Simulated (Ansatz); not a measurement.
# Si2W (I4/mmm): zone-centre modes under pressure, part 2 of 2

Aim: how do the optical modes of Si2W (I4/mmm) move with volume?

Ansatz 0.2.0; DFT PBEsol, scalar-relativistic, plane waves, PAW; PAW set soft_1.

So far, highest optical mode at the zone centre (no LO-TO term) (cm⁻¹): step 4 (modes at rest) 449.

## (5) A member of the series: 1.06 times the volume at rest

The cell is set to 1.06 times the volume at rest, and shape and atoms relax at that volume.

The input, input.yaml:

```yaml
crystal:
  lattice:
    - [-1.6343540054, 1.6343540054, 3.9774261391]
    - [1.6343540054, -1.6343540054, 3.9774261391]
    - [1.6343540054, 1.6343540054, -3.9774261391]
  atoms:
    - { symbol: Si, position: [0.3351985326, 0.3351985326, 0.0] }
    - { symbol: Si, position: [0.6648014674, 0.6648014674, 0.0] }
    - { symbol: W, position: [0.0, 0.0, 0.0] }
kpoints:
  mp_grid: { grid: [20, 20, 20] }
hamiltonian:
  xc: pbesol
  pseudopotentials: { kind: paw, azcp: { folder: soft_1 }, xc_functional: pbe }
scf:
  occupations: { method: methfessel_paxton, width: 0.2 }
output:
  forces: true
  stress: true
  eigenvalues: true
relax:
  adjacent_minimum: "off"
  f_tol: 0.001
  max_steps: 60
  cell: { stress_tol: 0.01, fix: [volume] }
```

On the command line:

```console
$ ansatz run input.yaml --threads 4 --pin off --max-ram 10240MiB --backend cpu --events-out ev --progress --plain --runs-dir out
```

Numbers of over 12 decimals in the logs are rounded to 6 here.

What it wrote:

```text
[...]
Crystal: 3 atoms, lattice volume = 42.497 Å³
Basis set: ecut = 420 eV, 849 PW (Γ), exchange–correlation on 64×64×64 points (8 copies of the dense FFT grid, shifted against one another)
Bands: 15, of which v1, the nominal top of the filled ones, is band 11 counted from 1 (10 counted from 0)
Symmetry: 16 space group operations
[...]
k-points: 641 of 8000
[...]
--- Relaxed structure (3 steps of the walk, 3 accepted, 1 SCFs on fresh bases) ---
[...]
cell:  # Å, volume = 42.4966 Å³
    - [-1.635040, 1.635040, 3.974090]
    - [1.635040, -1.635040, 3.974090]
    - [1.635040, 1.635040, -3.974090]
  atoms:
    - { symbol: Si, position: [0.335537, 0.335537, 0] }
    - { symbol: Si, position: [0.664463, 0.664463, 0] }
    - { symbol: W, position: [0, 0, 0] }
[key lines of the parts left out:]
SCF converged after 5 iterations
Free energy (F): -11501.816857 eV
Fermi energy:    15.589773 eV
P = ⅓ Tr σ = -11.8859 GPa (-118.859 kbar)
```

It took 14 s on 4 threads of AMD EPYC 9B14 (Zen 4), shared host; peak memory 0.72 GiB; 53 s of CPU time.

The steps of the relaxation:

```csv
step,energy less that of the first step (eV),largest force component (eV/Å),pressure (GPa),volume (Å³)
1,0.0000,0.0508,-11.96,42.50
2,-0.0002,0.0021,-11.88,42.50
3,-0.0002,0.0009,-11.89,42.50
4*,-0.0002,0.0007,-11.89,42.50
```

Relaxation steps marked * repeat the geometry before them on a plane-wave basis chosen anew for their cell, so energy and pressure can jump there.

Forces are held to the 16 operations that the run works with; a distortion that breaks them can't arise in this run.

```csv
"conventional cell, symmetrised",before,after,change
a (Å),3.269,3.270,+0.0 %
b (Å),3.269,3.270,+0.0 %
c (Å),7.955,7.948,-0.1 %
volume (Å³/atom),14.17,14.17,-0.0 %
```

The relaxed structure:

```
Si W
1.0
    -1.63504    1.63504    3.97409
     1.63504   -1.63504    3.97409
     1.63504    1.63504   -3.97409
Si W
2 1
Cartesian
  0.0000 0.0000 2.6669
  0.0000 0.0000 5.2813
  0.0000 0.0000 0.0000
```

Numbers from this step:

```
pressure        : -11.89 GPa
volume per atom : 14.17 Å³
```

The largest force component left is 0.74 meV/Å, at a pressure of -11.89 GPa.

## (6) Zone-centre modes of the member: 1.06 times the volume at rest

The zone-centre modes follow for 1.06 times the volume at rest.

input.yaml, the sections that differ from step 5:

```yaml
crystal:
  lattice:
    - [-1.63503995, 1.63503995, 3.9740895581]
    - [1.63503995, -1.63503995, 3.9740895581]
    - [1.63503995, 1.63503995, -3.9740895581]
  atoms:
    - { symbol: Si, position: [0.3355374406, 0.3355374406, 0.0] }
    - { symbol: Si, position: [0.6644625594, 0.6644625594, 0.0] }
    - { symbol: W, position: [0.0, 0.0, 0.0] }
output:
  eigenvalues: true
phonons:
  method: dfpt
# kpoints, hamiltonian, scf: as in step 5
# relax: removed
```

What it wrote:

```text
[...]
Crystal: 3 atoms, lattice volume = 42.497 Å³
Basis set: ecut = 420 eV, 849 PW (Γ), exchange–correlation on 64×64×64 points (8 copies of the dense FFT grid, shifted against one another)
Bands: 15, of which v1, the nominal top of the filled ones, is band 11 counted from 1 (10 counted from 0)
Symmetry: 16 space group operations
k-points: 1166 of 8000 (irreducible under 4 space group operations, time reversal used)
[...]
SCF iter   1: F=—  HF=-11502.173688 eV  |F-HF|=—  |Δ(HF+E_count)|=         —  Δρ=4.96e-2  dr2=1.13e0  ethr=3.10e-3  ⟨swp⟩=5.2  Hψ=100736  notcnv=0
[...]
SCF iter   9: F=-11501.816857 eV  HF=-11501.816857 eV  |F-HF|=5.46e-12  |Δ(HF+E_count)|=  1.82e-11  S|Δr|=    0.00e0  Δρ=3.42e-8  dr2=4.05e-13  ethr=1.00e-12  ⟨swp⟩=5.0  Hψ=69800  notcnv=0
SCF 1 converged in 9 iterations: F = -11501.816857 eV  dr2 = 4.05e-13
[...]
SCF converged after 9 iterations
[...]
Free energy (F): -11501.816857 eV
[...]
Internal energy: -11501.818640 eV  (E = F + TS)
E sigma→0 (E₀):  -11501.817303 eV
Entropy (-TS):   0.001784 eV (0.595 meV/atom)
Fermi energy:    15.589773 eV
[...]
--- Band table (eV; the first three rows and the last of 1166) ---
  k-point 0: bands = [... 7 lower, 12.4866, 12.9270, 12.9270, 16.1600, 18.1073, 18.5114, 18.5114, 18.7381]
  k-point 1: bands = [... 7 lower, 12.5001, 12.7294, 13.2071, 15.7574, 17.9781, 18.5691, 18.5708, 18.9548]
  k-point 2: bands = [... 7 lower, 12.2357, 12.5439, 13.6610, 14.8402, 17.7622, 18.7157, 18.7236, 19.3994]
  k-point 1165: bands = [... 7 lower, 13.1953, 14.8042, 14.8042, 15.1437, 15.1437, 16.3185, 19.9258, 19.9866]
[...]
ASR residual: 1.863e-5 → 0.000e0 eV/Å²; symmetrization residual: 1.644e-6 eV/Å²
  ASR residual per site (eV/Å²): 1.12e-5 1.12e-5 1.86e-5
  Γ frequencies (cm⁻¹): 0.00 0.00 0.00 230.28 230.28 269.24 303.40 303.40 415.83
[...]
```

Wall time 56 s (4 threads); peak memory 2.3 GiB; 3.4 min of CPU time.

Numbers from this step:

- sum-rule residual before enforcement: 1.86e-5 eV/Å²
- highest optical mode at the zone centre (no LO-TO term): 415.8 cm⁻¹
- lowest optical zone-centre mode: 230.3 cm⁻¹

Patterns of degenerate modes are one choice out of their space. Modes at Γ, with each element's share of the kinetic energy:

```csv
mode,frequency (cm⁻¹),symmetry,Si %,W %
1,0.0,acoustic,23,77
2,0.0,acoustic,23,77
3,0.0,acoustic,23,77
4,230.3,Eu,77,23
5,230.3,Eu,77,23
6,269.2,A2u,77,23
7,303.4,Eg,100,0
8,303.4,Eg,100,0
9,415.8,A1g,100,0
```

The lowest optical mode is real, 230 cm⁻¹, and the highest lies at 415.8 cm⁻¹.

Between step 4 and this run (volume ratio 1.06) the value for the highest optical mode at the zone centre (no LO-TO term) moves from 449 cm⁻¹ to 416 cm⁻¹ (-7 %).

## (7) A member of the series: 0.9 times the volume at rest

The cell is set to 0.9 times the volume at rest, and shape and atoms relax at that volume.

input.yaml, the sections that differ from step 6:

```yaml
crystal:
  lattice:
    - [-1.542899572, 1.542899572, 3.7892714179]
    - [1.542899572, -1.542899572, 3.7892714179]
    - [1.542899572, 1.542899572, -3.7892714179]
  atoms:
    - { symbol: Si, position: [0.333275186, 0.333275186, 0.0] }
    - { symbol: Si, position: [0.666724814, 0.666724814, 0.0] }
    - { symbol: W, position: [0.0, 0.0, 0.0] }
output:
  forces: true
  stress: true
  eigenvalues: true
relax:
  adjacent_minimum: "off"
  f_tol: 0.001
  max_steps: 60
  cell: { stress_tol: 0.01, fix: [volume] }
# kpoints, hamiltonian, scf: as in step 6
# phonons: removed
```

What it wrote:

```text
[...]
--- Relaxed structure (4 steps of the walk, 4 accepted, 1 SCFs on fresh bases) ---
[...]
cell:  # Å, volume = 36.0820 Å³
    - [-1.541966, 1.541966, 3.793861]
    - [1.541966, -1.541966, 3.793861]
    - [1.541966, 1.541966, -3.793861]
  atoms:
    - { symbol: Si, position: [0.332971, 0.332971, 0] }
    - { symbol: Si, position: [0.667029, 0.667029, 0] }
    - { symbol: W, position: [0, 0, 0] }
[key lines of the parts left out:]
SCF converged after 5 iterations
Free energy (F): -11501.561268 eV
Fermi energy:    18.835054 eV
P = ⅓ Tr σ = 30.6640 GPa (306.640 kbar)
```

Elapsed: 14 s, on 4 threads; peak memory 0.69 GiB; 52 s of CPU time.

The steps of the relaxation:

```csv
step,energy less that of the first step (eV),largest force component (eV/Å),pressure (GPa),volume (Å³)
1,0.0000,0.0583,30.77,36.08
2,-0.0002,0.0200,30.67,36.08
3,-0.0003,0.0082,30.67,36.08
4,-0.0003,0.0002,30.66,36.08
5*,-0.0003,0.0002,30.66,36.08
```

Relaxation steps marked * repeat the geometry before them on a plane-wave basis chosen anew for their cell, so energy and pressure can jump there.

Forces are held to the 16 operations that the run works with; a distortion that breaks them can't arise in this run.

```csv
"conventional cell, symmetrised",before,after,change
a (Å),3.086,3.084,-0.1 %
b (Å),3.086,3.084,-0.1 %
c (Å),7.579,7.588,+0.1 %
volume (Å³/atom),12.03,12.03,+0.0 %
```

Final coordinates:

```
Si W
1.0
    -1.54197    1.54197    3.79386
     1.54197   -1.54197    3.79386
     1.54197    1.54197   -3.79386
Si W
2 1
Direct
  0.33297 0.33297 0.00000
  0.66703 0.66703 0.00000
  0.00000 0.00000 0.00000
```

This step gave:

* pressure: 30.66 GPa
* volume per atom: 12.03 Å³

The largest force component left is 0.23 meV/Å, at a pressure of 30.66 GPa.

## (8) Modes of this member: 0.9 times the volume at rest

The zone-centre modes follow for 0.9 times the volume at rest.

input.yaml, the sections that differ from step 7:

```yaml
crystal:
  lattice:
    - [-1.5419661312, 1.5419661312, 3.7938605343]
    - [1.5419661312, -1.5419661312, 3.7938605343]
    - [1.5419661312, 1.5419661312, -3.7938605343]
  atoms:
    - { symbol: Si, position: [0.3329711765, 0.3329711765, 0.0] }
    - { symbol: Si, position: [0.6670288235, 0.6670288235, 0.0] }
    - { symbol: W, position: [0.0, 0.0, 0.0] }
output:
  eigenvalues: true
phonons:
  method: dfpt
# kpoints, hamiltonian, scf: as in step 7
# relax: removed
```

What it wrote:

```text
[...]
Crystal: 3 atoms, lattice volume = 36.082 Å³
Basis set: ecut = 420 eV, 737 PW (Γ), exchange–correlation on 60×60×60 points (8 copies of the dense FFT grid, shifted against one another)
Bands: 15, of which v1, the nominal top of the filled ones, is band 11 counted from 1 (10 counted from 0)
Symmetry: 16 space group operations
k-points: 1166 of 8000 (irreducible under 4 space group operations, time reversal used)
[...]
k-point 2: bands = [... 7 lower, 14.7624, 15.0328, 16.6521, 18.0916, 22.0318, 22.3723, 22.6971, 22.8168]
  k-point 1165: bands = [... 7 lower, 15.8280, 18.0507, 18.0507, 18.2392, 18.2392, 19.8561, 23.6309, 24.8916]
[...]
ASR residual: 7.691e-6 → 0.000e0 eV/Å²; symmetrization residual: 5.348e-7 eV/Å²
  ASR residual per site (eV/Å²): 5.92e-6 5.92e-6 7.69e-6
  Γ frequencies (cm⁻¹): 0.00 0.00 0.00 320.21 320.21 372.69 412.60 412.60 511.37
[...]
[key lines of the parts left out:]
SCF converged after 9 iterations
Free energy (F): -11501.561268 eV
Fermi energy:    18.835054 eV
```

Wall time 54 s (4 threads); peak memory 2 GiB; 3.3 min of CPU time.

This step gave:

| Quantity | Value |
| --- | --- |
| sum-rule residual before enforcement | 7.69e-6 eV/Å² |
| highest optical mode at the zone centre (no LO-TO term) | 511.4 cm⁻¹ |
| lowest optical zone-centre mode | 320.2 cm⁻¹ |

Patterns of degenerate modes are one choice out of their space. Modes at Γ, with each element's share of the kinetic energy:

```csv
mode,frequency (cm⁻¹),symmetry,Si %,W %
1,0.0,acoustic,23,77
2,0.0,acoustic,23,77
3,0.0,acoustic,23,77
4,320.2,Eu,77,23
5,320.2,Eu,77,23
6,372.7,A2u,77,23
7,412.6,Eg,100,0
8,412.6,Eg,100,0
9,511.4,A1g,100,0
```

The lowest optical mode is real, 320 cm⁻¹, and the highest lies at 511.4 cm⁻¹.

Between step 4 and this run (volume ratio 0.9) the value for the highest optical mode at the zone centre (no LO-TO term) moves from 449 cm⁻¹ to 511 cm⁻¹ (+14 %).

## (9) The series together

The members are set side by side, also those not shown above.

Each row is one cell with its response, relaxed at fixed volume as far as symmetry leaves anything free; energies are extrapolated to zero smearing, and E0 is that at rest; shape and atoms are relaxed in each cell where symmetry leaves them free; all runs use 20×20×20 k points and Methfessel-Paxton smearing of 0.2 eV. State of the crystal along the series:

```csv
volume ratio,V (Å³/atom),pressure (GPa),E - E0 (meV/atom),first cell vector (Å),third cell vector (Å)
0.9,12.03,30.66,116.6,4.376,4.376
0.92,12.29,23.16,71.84,4.405,4.405
0.94,12.56,16.41,38.92,4.433,4.433
0.96,12.83,10.35,16.68,4.461,4.461
0.98,13.1,4.896,4.03,4.489,4.489
0.99,13.23,2.382,0.9943,4.503,4.503
1,13.36,-1.16e-5,0,4.517,4.517
1.02,13.63,-4.398,3.714,4.544,4.544
1.04,13.9,-8.345,14.38,4.571,4.571
1.06,14.17,-11.89,31.29,4.598,4.598
```

Each mode is tracked from rest by its pattern, and modes that stay within 0.3 cm⁻¹ of each other stand once; shape and atoms are relaxed in each cell where symmetry leaves them free; all runs use 20×20×20 k points and Methfessel-Paxton smearing of 0.2 eV. Optical modes along the series:

```csv
V (Å³/atom),mode 4 Eu (cm⁻¹),mode 6 A2u (cm⁻¹),mode 7 Eg (cm⁻¹),mode 9 A1g (cm⁻¹)
12.03,320.2,372.7,412.6,511.4
12.29,308.1,358.4,397.3,498
12.56,296.2,344.6,382.5,485.1
12.83,284.6,331.2,368.2,472.7
13.1,273.3,318.1,354.4,460.7
13.23,267.7,311.7,347.7,454.8
13.36,262.2,305.4,341.1,449
13.63,251.3,293.1,328.1,437.7
13.9,240.7,281,315.6,426.6
14.17,230.3,269.2,303.4,415.8
```

From cubic fits (parabolas where under five rows exist) of ln ω and P against ln V through the rows within about 4 % of rest: γ = −d ln ω / d ln V and dω/dP = γ ω / B. Slopes at rest:

```csv
mode,fitted frequency at rest (cm⁻¹),Grüneisen parameter γ,dω/dP (cm⁻¹/GPa)
mode 4 Eu,262.2,2.09,2.36
mode 6 A2u,305.4,2.05,2.7
mode 7 Eg,341.1,1.92,2.83
mode 9 A1g,449,1.28,2.48
```

## (10) What came out

```json
{"members": "10", "highest optical mode at the zone centre (no LO-TO term), at rest": "449.0 cm⁻¹", "bulk modulus at rest": "232 GPa", "mode 4 Eu, γ": "2.09", "mode 6 A2u, γ": "2.05", "mode 7 Eg, γ": "1.92", "mode 9 A1g, γ": "1.28"}
```

The series spans -11.9 to 30.7 GPa, and the slope at rest gives a bulk modulus of 232 GPa. Among the modes in the table of slopes γ runs from 1.28 (mode 9 A1g) to 2.09 (mode 4 Eu). One k mesh and one cutoff serve the ground states and modes of all volumes. These are harmonic frequencies at zero temperature: anharmonic shifts, linewidths and thermal expansion are left out. Spin-orbit coupling is left out, which can matter for the heavy elements here. With no gap, or one that is small against the smearing, the frequencies hang on the k mesh and the smearing, most of all near Kohn anomalies. The PAW files were made for PBE; the program adapts parts of them to the functional of the run, but their partial waves stay those of PBE, an approximation that was not tested in this session. Only the zone centre was solved, so an instability at another wavevector cannot show here.

[Logs are printed without paths, hosts, clocks, repeated set-up lines and the standing remarks that a program may print on its own settings, such as how far it seeks lower states.]

[Hosts, paths, dates, database ids (printed as entryN), source tags and the programs' standing remarks are cut or masked in the printed files.]
